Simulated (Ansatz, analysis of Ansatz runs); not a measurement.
**U centre (hydride ion on a halide site) in LiF: local vibrational mode, PBE**

How near does this set-up come to the measured local vibrational mode? Subject: U centre (hydride ion on a halide site) in LiF. Set-up: PBE, 64-site cell, measured lattice, 420 eV, k: the single point 1/4 1/4 1/4. The model is a cell of 64 host atoms with 1 F taken out and 1 H put in. The frequencies come from force constants among the defect atom and its neighbours, with the masses of the isotopes named. The measured lattice removes the functional's error in the volume.

Measured beforehand: Threefold local mode of H-: 1024 cm⁻¹, by infrared absorption (4.2-77 K) (quoted in “Electronic Absorption and Internal and External Vibrational Data of Atomic and Molecular Ions Doped in Alkali Halide Crystals (NSRDS-NBS 52)”, 1974, S. C. Jain, A. V. R. Warrier, S. K. Agarwal, quoting earlier work (1969)). Threefold local mode of D-: 746 cm⁻¹, by infrared absorption (4.2-77 K) (quoted in “Electronic Absorption and Internal and External Vibrational Data of Atomic and Molecular Ions Doped in Alkali Halide Crystals (NSRDS-NBS 52)”, 1974, S. C. Jain, A. V. R. Warrier, S. K. Agarwal, quoting earlier work (1969)). The runs below try to reproduce this.

Program: Ansatz 0.2.0. Level of theory: plane-wave PAW DFT, PBE; relaxation of all atoms of a defect supercell. Results are calculated unless marked as measured.

### Step 1. The structure

The cell holds 64 atoms: 32 Li, 31 F and 1 H. Cell: a = 8.056 Å, b = 8.056 Å, c = 8.056 Å, α = 90.0°, β = 90.0°, γ = 90.0°. It derives from LiF (space group Fm-3m). Nearest the centre at fractional (0.250, 0.500, 0.500): H31 at 0.00 Å, Li12 at 2.01 Å, Li19 at 2.01 Å, Li25 at 2.01 Å, Li57 at 2.01 Å, Li28 at 2.01 Å, Li27 at 2.01 Å, F14 at 2.85 Å.

The host's primitive cell comes from a first run (plane-wave PAW DFT, PBE; relaxation of the host's atoms at the measured cell): vectors of 2.848, 2.848 and 2.848 Å. That is 8.17 Å³ an atom. The supercell is built on it.

### Step 2. Relaxation, charge 0

Every later number rests on the structure around the defect, so the atoms are relaxed at the host's lattice first.

relax/input.yaml

```yaml
relax:
  f_tol: 0.01
  max_steps: 80
  escape_saddle: false
crystal:
  lattice:
    - [8.056, 0.0, 0.0]
    - [0.0, 8.056, 0.0]
    - [0.0, 0.0, 8.056]
  atoms:
    - { symbol: Li, position: [0.0, 0.0, 0.0] }
    - { symbol: Li, position: [0.0, 0.25, 0.25] }
    - { symbol: Li, position: [0.25, 0.0, 0.25] }
    - { symbol: Li, position: [0.25, 0.25, 0.0] }
    - { symbol: F, position: [0.0, 0.0, 0.25] }
    - { symbol: F, position: [0.0, 0.25, 0.0] }
    - { symbol: F, position: [0.25, 0.0, 0.0] }
    - { symbol: F, position: [0.25, 0.25, 0.25] }
    - { symbol: Li, position: [0.0, 0.0, 0.5] }
    - { symbol: Li, position: [0.0, 0.25, 0.75] }
    - { symbol: Li, position: [0.25, 0.0, 0.75] }
    - { symbol: Li, position: [0.25, 0.25, 0.5] }
    - { symbol: F, position: [0.0, 0.0, 0.75] }
    - { symbol: F, position: [0.0, 0.25, 0.5] }
    - { symbol: F, position: [0.25, 0.0, 0.5] }
    - { symbol: F, position: [0.25, 0.25, 0.75] }
    - { symbol: Li, position: [0.0, 0.5, 0.0] }
    - { symbol: Li, position: [0.0, 0.75, 0.25] }
    - { symbol: Li, position: [0.25, 0.5, 0.25] }
    - { symbol: Li, position: [0.25, 0.75, 0.0] }
    - { symbol: F, position: [0.0, 0.5, 0.25] }
    - { symbol: F, position: [0.0, 0.75, 0.0] }
    - { symbol: F, position: [0.25, 0.5, 0.0] }
    - { symbol: F, position: [0.25, 0.75, 0.25] }
    - { symbol: Li, position: [0.0, 0.5, 0.5] }
    - { symbol: Li, position: [0.0, 0.75, 0.75] }
    - { symbol: Li, position: [0.25, 0.5, 0.75] }
    - { symbol: Li, position: [0.25, 0.75, 0.5] }
    - { symbol: F, position: [0.0, 0.5, 0.75] }
    - { symbol: F, position: [0.0, 0.75, 0.5] }
    - { symbol: H, position: [0.25, 0.5, 0.5] }
    - { symbol: F, position: [0.25, 0.75, 0.75] }
    - { symbol: Li, position: [0.5, 0.0, 0.0] }
    - { symbol: Li, position: [0.5, 0.25, 0.25] }
    - { symbol: Li, position: [0.75, 0.0, 0.25] }
    - { symbol: Li, position: [0.75, 0.25, 0.0] }
    - { symbol: F, position: [0.5, 0.0, 0.25] }
    - { symbol: F, position: [0.5, 0.25, 0.0] }
    - { symbol: F, position: [0.75, 0.0, 0.0] }
    - { symbol: F, position: [0.75, 0.25, 0.25] }
    - { symbol: Li, position: [0.5, 0.0, 0.5] }
    - { symbol: Li, position: [0.5, 0.25, 0.75] }
    - { symbol: Li, position: [0.75, 0.0, 0.75] }
    - { symbol: Li, position: [0.75, 0.25, 0.5] }
    - { symbol: F, position: [0.5, 0.0, 0.75] }
    - { symbol: F, position: [0.5, 0.25, 0.5] }
    - { symbol: F, position: [0.75, 0.0, 0.5] }
    - { symbol: F, position: [0.75, 0.25, 0.75] }
    - { symbol: Li, position: [0.5, 0.5, 0.0] }
    - { symbol: Li, position: [0.5, 0.75, 0.25] }
    - { symbol: Li, position: [0.75, 0.5, 0.25] }
    - { symbol: Li, position: [0.75, 0.75, 0.0] }
    - { symbol: F, position: [0.5, 0.5, 0.25] }
    - { symbol: F, position: [0.5, 0.75, 0.0] }
    - { symbol: F, position: [0.75, 0.5, 0.0] }
    - { symbol: F, position: [0.75, 0.75, 0.25] }
    - { symbol: Li, position: [0.5, 0.5, 0.5] }
    - { symbol: Li, position: [0.5, 0.75, 0.75] }
    - { symbol: Li, position: [0.75, 0.5, 0.75] }
    - { symbol: Li, position: [0.75, 0.75, 0.5] }
    - { symbol: F, position: [0.5, 0.5, 0.75] }
    - { symbol: F, position: [0.5, 0.75, 0.5] }
    - { symbol: F, position: [0.75, 0.5, 0.5] }
    - { symbol: F, position: [0.75, 0.75, 0.75] }
basis:
  ecutwfc: 420
  xc_grid: 2
hamiltonian:
  xc: pbe
kpoints:
  mp_grid: { grid: [1, 1, 1], shift: [0.25, 0.25, 0.25] }
scf:
  occupations: { method: fermi_dirac, width: 0.01 }
  max_iter: 120
output:
  forces: true
checkpoint:
  write: "../relax.run"
  compress: false
  write_wavefunctions: true
  write_every: 100000
```

Started as:

```bash
ansatz run input.yaml --threads 2 --pin off --max-ram 3768MiB --backend cpu --events-out ev --progress --plain --runs-dir out
```

Numbers of over 12 decimals in the logs are rounded to 6 here.

Log:

```text
[... repeated set-up lines and file paths are left out, and long positions are rounded to six places ...]
Engine: ansatz 0.2.0, x86_64-unknown-linux-gnu
Pseudopotentials: kind: paw
Pseudopotential: Li, paw, valence charge 3, recommended cutoff 420 eV (normal), Li.paw.azcp
Pseudopotential: F, paw, valence charge 7, recommended cutoff 420 eV (normal), F.paw.azcp
Pseudopotential: H, paw, valence charge 1, recommended cutoff 420 eV (normal), H.paw.azcp
Functional definition: PBE
  parameter kappa = 0.804
  parameter beta = 0.066725
  exchange = pbe_x(kappa = kappa, mu = beta*pi^2/3)
  correlation = pbe_c(beta = beta)
Crystal: 64 atoms, lattice volume = 522.827 Å³
Basis set: ecut = 420 eV, 10251 PW (Γ), exchange–correlation on 108×108×108 points (8 copies of the dense FFT grid, shifted against one another)
Bands: 221, of which v1, the nominal top of the filled ones, is band 157 counted from 1 (156 counted from 0)
Symmetry: 12 space group operations
k-points: 1
Non-local potential: Li, projectors of the file, l = 0: 3, l = 1: 2, l = 2: 1
Non-local potential: F, projectors of the file, l = 0: 2, l = 1: 2, l = 2: 1
Non-local potential: H, projectors of the file, l = 0: 2, l = 1: 1
PAW form: soft (Blöchl's): semilocal exchange-correlation on the pseudo side does not see the compensation charge
PAW one-centre angular grid: Li, 110 points (default); XC on 64 Gauss nodes
PAW one-centre angular grid: F, 110 points (default); XC on 64 Gauss nodes
PAW one-centre angular grid: H, 110 points (default); XC on 64 Gauss nodes
Initial density: superposition of atomic densities (neutral atoms: chi_scale 0, normalization atom), corrected by the library's trained network
Initial wavefunctions: pseudopotential atomic-orbital guess
Functional: x = pbe(κ = 0.804, μ = 0.219515), c = pbe(β = 0.066725)
SCF iter   1: F=—  HF=-31722.471083 eV  |F-HF|=—  |Δ(HF+E_count)|=         —  Δρ=8.03e-4  dr2=2.31e-3  ethr=1.77e-3  ⟨swp⟩=6.0  Hψ=959  notcnv=0  defer=21
preconditioner: auto → Resta (q_TF=auto, 2.506 Å⁻¹)  ε∞=2.7  [insulator: Δε(μ)=7.490 eV  Ē_g=19.951 eV  σ=0.010 eV  W_gap=1.00  n_scr=146 (ndim 8)  ℏωp=25.7 eV  f_vac=0.000  D(μ)=0.00/eV (n_scr^D=0)  ε∞_Penn≈2.7]
SCF iter   2: F=—  HF=-31722.471379 eV  |F-HF|=—  |Δ(HF+E_count)|=   2.96e-4  Δρ=3.81e-4  dr2=4.46e-4  ethr=7.36e-7  ⟨swp⟩=2.0  Hψ=347  notcnv=0  defer=56
SCF iter   3: F=—  HF=-31722.472433 eV  |F-HF|=—  |Δ(HF+E_count)|=   1.05e-3  Δρ=1.41e-4  dr2=1.03e-4  ethr=1.42e-7  ⟨swp⟩=2.0  Hψ=267  notcnv=0  defer=56
SCF iter   4: F=—  HF=-31722.472639 eV  |F-HF|=—  |Δ(HF+E_count)|=   2.06e-4  Δρ=3.21e-5  dr2=4.57e-6  ethr=3.27e-8  ⟨swp⟩=2.0  Hψ=259  notcnv=0  defer=56
iter 5 did not close the SCF: its close was put off for the readings that it lacked (scf_convergence_deferred on its scf_iter line)
SCF iter   5: F=-31722.472639 eV  HF=-31722.472640 eV  |F-HF|=1.11e-6  |Δ(HF+E_count)|=   7.42e-7  Δρ=2.23e-5  dr2=1.60e-6  ethr=1.45e-9  ⟨swp⟩=2.0  Hψ=292  notcnv=0  defer=56
SCF iter   6: F=-31722.472640 eV  HF=-31722.472640 eV  |F-HF|=3.00e-8  |Δ(HF+E_count)|=   3.10e-7  Δρ=3.68e-6  dr2=4.39e-8  ethr=5.09e-10  ⟨swp⟩=2.0  Hψ=512  notcnv=0
SCF 1 converged in 6 iterations: F = -31722.472640 eV  dr2 = 4.39e-8
  greatest PAW one-centre occupation: 1.000 electrons in one spin orbital (limit 2), on the Li atom at site 32 (counted from 0), in its partial waves of l = 0
relax step   1: F+E_penalty+E_count = -31722.47263986 eV  Δ(F+E_penalty+E_count) = +0.000e0 eV  max|allowed force component| = 1.423e-2 eV/Å  Δτ_max = 0.0000 Å  (6 SCF iters, dr2 threshold 2.50e-6 eV, accepted)
Initial density: handed on by an earlier stage of this run
Initial wavefunctions: those handed on with the density
iter 1 solved again at ethr=6.48e-9 eV; its pass at ethr=3.10e-3 eV (dr2=2.04e-5 eV) is discarded
SCF iter   1: F=—  HF=-31722.473335 eV  |F-HF|=—  |Δ(HF+E_count)|=         —  Δρ=1.10e-4  dr2=2.01e-5  ethr=6.48e-9  ⟨swp⟩=2.0  Hψ=618  notcnv=0  defer=56
SCF iter   2: F=—  HF=-31722.472864 eV  |F-HF|=—  |Δ(HF+E_count)|=   4.71e-4  Δρ=5.77e-5  dr2=6.38e-6  ethr=6.40e-9  ⟨swp⟩=2.0  Hψ=322  notcnv=0  defer=56
SCF iter   3: F=—  HF=-31722.472866 eV  |F-HF|=—  |Δ(HF+E_count)|=   1.78e-6  Δρ=2.41e-5  dr2=1.79e-6  ethr=2.03e-9  ⟨swp⟩=2.0  Hψ=259  notcnv=0  defer=56
SCF iter   4: F=-31722.472866 eV  HF=-31722.472866 eV  |F-HF|=9.32e-9  |Δ(HF+E_count)|=   4.95e-7  Δρ=3.92e-6  dr2=4.90e-8  ethr=3.18e-11  ⟨swp⟩=2.0  Hψ=659  notcnv=0
SCF 2 converged in 4 iterations: F = -31722.472866 eV  dr2 = 4.90e-8
relax step   2: F+E_penalty+E_count = -31722.47286568 eV  Δ(F+E_penalty+E_count) = -2.258e-4 eV  max|allowed force component| = 6.109e-3 eV/Å  Δτ_max = 0.0010 Å  (4 SCF iters, accepted)
NSCF: frozen V_eff on 1 k-points
the band table was solved once a step of the walk had ended and its energy, with any forces and stress, was formed, with the checks that follow a solve (995 applications of the Hamiltonian). They found nothing against the state; [...]
SCF converged after 4 iterations
Free energy (F): -31722.472866 eV
Harris-Foulkes:  -31722.472866 eV  (|F-HF|=9.32e-9)
Internal energy: -31722.472866 eV  (E = F + TS)
E sigma→0 (E₀):  -31722.472866 eV
Fermi energy:    6.700272 eV
--- Per-component energies (eV) ---
  E_band       = -3762.416348
  E_kinetic    = 7185.005855
  E_local      = -20378.169271  (includes V_loc(G=0)·N_el)
  E_nonlocal   = 1220.111635
  E_hartree    = 7176.566722
  E_xc         = -2867.107679
  E_vxc        = -3677.968472  (∫ρ·V_xc dr)
  E_paw        = -6897.656688  (= ΣΔE_a)
  E_vpaw       = -2464.596051  (= ΣTr[D̂ρ^β])
  E_aug_tail   = 0.067606  (compensation charges beyond the density's cutoff)
  E_ewald      = -17161.291047
  E_smearing   = -0.000000  (= −TS)
  E_closure    = 0.000000  (closes the sum)
  Σ components = -31722.472866   (vs F -31722.472866, Δ=0.00e0)
--- Forces (eV/Å), atoms counted from 1 ---
  atom   1  Li    -0.00051989     0.00003029     0.00003029
  atom   2  Li     0.00506259     0.00506259     0.00506259
  [... 9 atoms left out ...]
  atom  12  Li    -0.00058742    -0.00544227    -0.00058742
  [... 1 atom left out ...]
  atom  14  F      0.00610932     0.00610932    -0.00023326
  [... 4 atoms left out ...]
  atom  19  Li    -0.00058742    -0.00058742    -0.00544227
  [... 4 atoms left out ...]
  atom  24  F      0.00000000    -0.00606132     0.00606132
  atom  25  Li    -0.00544227    -0.00058742    -0.00058742
  [... 1 atom left out ...]
  atom  27  Li     0.00058742     0.00058742     0.00544227
  atom  28  Li     0.00058742     0.00544227     0.00058742
  [... 1 atom left out ...]
  atom  30  F      0.00606132    -0.00606132     0.00000000
  atom  31  H     -0.00000000     0.00000000    -0.00000000
  [... 25 atoms left out ...]
  atom  57  Li     0.00544227     0.00058742     0.00058742
  [... 7 atoms left out ...]
  max |Σ_I F_I| component: 6.61e-18 eV/Å
--- Band table (eV) ---
  k-point 0: bands = ["-40.0052", "-39.9880", "-39.9880", "-39.9832", [... 213 left out ...] "18.7917", "18.7917", "18.8508", "18.9341"]
--- Relaxed structure (2 steps of the walk, 2 accepted, 0 SCFs on fresh bases) ---
  F+E_penalty+E_count = -31722.47286568 eV   max|allowed force component| = 6.109e-3 eV/Å
  atoms:
    - { symbol: Li, position: [-2.5757567935866324e-6, -2.2900697795502753e-7, -2.2900697795502745e-7] }
    - { symbol: Li, position: [3.768442124487362e-5, 0.250038, 0.250038] }
    [... 9 atoms left out ...]
    - { symbol: Li, position: [0.249992, 0.249881, 0.499992] }
    [... 1 atom left out ...]
    - { symbol: F, position: [7.042415989983251e-5, 0.250070, 0.499995] }
    [... 4 atoms left out ...]
    - { symbol: Li, position: [0.249992, 0.499992, 0.249881] }
    [... 4 atoms left out ...]
    - { symbol: F, position: [0.250000, 0.749925, 0.250075] }
    - { symbol: Li, position: [-0.000119, 0.499992, 0.499992] }
    [... 1 atom left out ...]
    - { symbol: Li, position: [0.250008, 0.500008, 0.750119] }
    - { symbol: Li, position: [0.250008, 0.750119, 0.500008] }
    [... 1 atom left out ...]
    - { symbol: F, position: [7.502478331399209e-5, 0.749925, 0.500000] }
    - { symbol: H, position: [0.250000, 0.500000, 0.500000] }
    [... 25 atoms left out ...]
    - { symbol: Li, position: [0.500119, 0.500008, 0.500008] }
    [... 7 atoms left out ...]
```

The job ended after 5.7 s (2 threads of Intel Xeon 6975P-C (Granite Rapids), shared host; peak memory 1 GiB; 11 s of CPU time).

Hardly anything moved in the relaxation; the energy changed by under 0.2 meV an atom.

Neighbours of H31 at the end:

```tsv
atom	distance (Å)
Li25	2.015
Li57	2.015
Li12	2.015
Li28	2.015
Li27	2.015
Li19	2.015
F46	2.847
F53	2.847
F30	2.847
F24	2.847
F16	2.847
F29	2.847
F21	2.847
F8	2.847
F14	2.847
F61	2.847
```

This step gave:

```
free energy : -31722.4729 eV
```

### Step 3. Local vibrational modes

A local mode lives on the defect and the atoms next to it, so only the sites listed in the input are displaced, which costs far fewer SCF runs than the whole cell would.

This step: plane-wave PAW DFT, PBE; finite-displacement force constants among the atoms nearest to a defect, the others at rest.

modes/input.yaml

```yaml
crystal:
  lattice:
    - [8.056, 0.0, 0.0]
    - [0.0, 8.056, 0.0]
    - [0.0, 0.0, 8.056]
  atoms:
    - { symbol: Li, position: [-2.576e-06, -2.29e-07, -2.29e-07] }
    - { symbol: Li, position: [3.7684e-05, 0.250037684, 0.250037684] }
[... 9 atom lines left out ...]
    - { symbol: Li, position: [0.24999175, 0.249880553, 0.49999175] }
[... 3 atom lines left out ...]
    - { symbol: F, position: [0.25, 0.250075025, 0.749924975] }
[... 2 atom lines left out ...]
    - { symbol: Li, position: [0.24999175, 0.49999175, 0.249880553] }
[... 4 atom lines left out ...]
    - { symbol: F, position: [0.25, 0.749924975, 0.250075025] }
    - { symbol: Li, position: [-0.000119447, 0.49999175, 0.49999175] }
[... 1 atom line left out ...]
    - { symbol: Li, position: [0.25000825, 0.50000825, 0.750119447] }
    - { symbol: Li, position: [0.25000825, 0.750119447, 0.50000825] }
[... 1 atom line left out ...]
    - { symbol: F, position: [7.5025e-05, 0.749924975, 0.5] }
    - { symbol: H, position: [0.25, 0.5, 0.5] }
[... 14 atom lines left out ...]
    - { symbol: F, position: [0.499924975, 0.250075025, 0.5] }
[... 6 atom lines left out ...]
    - { symbol: F, position: [0.499924975, 0.5, 0.250075025] }
[... 3 atom lines left out ...]
    - { symbol: Li, position: [0.500119447, 0.50000825, 0.50000825] }
[... 6 atom lines left out ...]
    - { symbol: F, position: [0.750000661, 0.749996542, 0.749996542] }
basis:
  ecutwfc: 420
  xc_grid: 2
hamiltonian:
  xc: pbe
kpoints:
  mp_grid: { grid: [1, 1, 1], shift: [0.25, 0.25, 0.25] }
scf:
  occupations: { method: fermi_dirac, width: 0.01 }
  max_iter: 120
output: {}
checkpoint:
  read: "../relax.run"
phonons:
  supercell: [1, 1, 1]
  displaced_sites: [11, 18, 24, 26, 27, 30, 56]
```

Log:

```text
[...]
Warning: at least one further symmetry operation maps every atom of the structure, as the run holds it, onto an atom to within 2.33e-5 (fractional), and is not used: no operation is sought that the atoms, as the run holds them, miss by more than 2.00e-5, [...]
[...]
Crystal: 64 atoms, lattice volume = 522.827 Å³
Basis set: ecut = 420 eV, 10251 PW (Γ), exchange–correlation on 108×108×108 points (8 copies of the dense FFT grid, shifted against one another)
Bands: 221, of which v1, the nominal top of the filled ones, is band 157 counted from 1 (156 counted from 0)
Symmetry: 12 space group operations
k-points: 1
[...]
SCF iter   5: F=-31722.472866 eV  HF=-31722.472866 eV  |F-HF|=1.82e-11  |Δ(HF+E_count)|=  6.55e-11  Δρ=4.02e-8  dr2=5.30e-12  ethr=1.00e-12  ⟨swp⟩=3.0  Hψ=539  notcnv=0
SCF 1 converged in 5 iterations: F = -31722.472866 eV  dr2 = 5.30e-12
[...]
Symmetry: 2 space group operations
[...]
force constants formed among 7 of 64 sites (Li 11, Li 18, Li 24, Li 26, Li 27, H 30, Li 56); the other 57 at rest. The modes move the named sites alone.
  the frequencies, the zero-point energy and the sums are of the block with the acoustic sum rule laid on its rows. Row sums over every site: 1.2e-2 eV/Å² at the most
  transpose residual: 3.1e-5 eV/Å²
  largest component of a force at the reference: 5.4e-3 eV/Å on a named site, 6.1e-3 eV/Å on a site at rest
  frequencies among the named sites at Γ of the cell (cm⁻¹): 312.43 312.43 312.56 313.46 313.46 313.53 350.36 350.36 362.15 362.15 362.21 398.44 398.48 398.48 434.01 434.07 434.07 489.89 964.52 964.52 966.93
  unstable modes among the named sites: 0
  frequencies as built, with no sum rule (cm⁻¹): 313.16 313.16 313.28 313.86 313.86 313.92 350.66 350.66 362.78 362.78 362.84 398.96 399.00 399.00 434.54 434.60 434.60 490.10 964.45 964.45 966.87
  zero-point energy: 0.591933 eV/cell   skipped modes (ω ≤ 0): 0
  not written: the harmonic force-constant file, the file of eigenvectors (these modes' are written with the force constants), the density of states and the dispersion, which are of every site
[key lines of the parts left out:]
SCF converged after 5 iterations
Free energy (F): -31722.472866 eV
Fermi energy:    6.700285 eV
```

It took 23 s on 2 threads; peak memory 1 GiB; 44 s of CPU time.

In the SCF lines HF is the Harris–Foulkes energy and dr2 the Hartree energy of the density residual, in eV; the loop may stop once dr2 is under the threshold and the program's other checks hold. Hψ counts applications of the Hamiltonian.

Read from the output:

| Item | Value |
| --- | --- |
| free energy | -31722.4729 eV |

The modes with the largest weight on the probed atoms (the light atom of a pair), for the masses of each isotope. Modes of the displaced atoms (local only where they lie over the host's phonons):

```tsv
isotopes	mode (cm⁻¹)	share of the defect atoms
H	967	0.986
H	964.6	0.986
H	964.6	0.986
D	689.9	0.959
D	688.2	0.958
D	688.2	0.958
```

### Step 4. Results

- distance from the defect atom to its nearest neighbour: 2.015 Å
- threefold local mode of H-: 965 cm⁻¹
- threefold local mode of D-: 689 cm⁻¹
- time of the whole chain: 29 s on 2 threads

In words: Threefold local mode of H-: computed 965 cm⁻¹, measured 1024 cm⁻¹; 59 cm⁻¹ (6 %) below the measurement. Threefold local mode of D-: computed 689 cm⁻¹, measured 746 cm⁻¹; 57 cm⁻¹ (8 %) below the measurement. The ion's well is wide, so the mode is sensitive to the lattice constant, one possible source of the difference. Only the named neighbours move, so modes near the host's band are approximate. Limits: the one k-point off the zone centre lowers the symmetry, so the threefold mode splits and its value here is the mean of the parts; the periodic copies of the defect are only 8.1 Å apart.

[Logs are printed without paths, hosts, clocks, repeated set-up lines and the standing remarks that a program may print on its own settings, such as how far it seeks lower states.]

[Hosts, paths, dates, database ids (printed as entryN), source tags and the programs' standing remarks are cut or masked in the printed files.]

[For some hosts the program warned that the k-mesh of the response run may be too coarse for force constants and the static dielectric constant; such warnings are not shown here.]
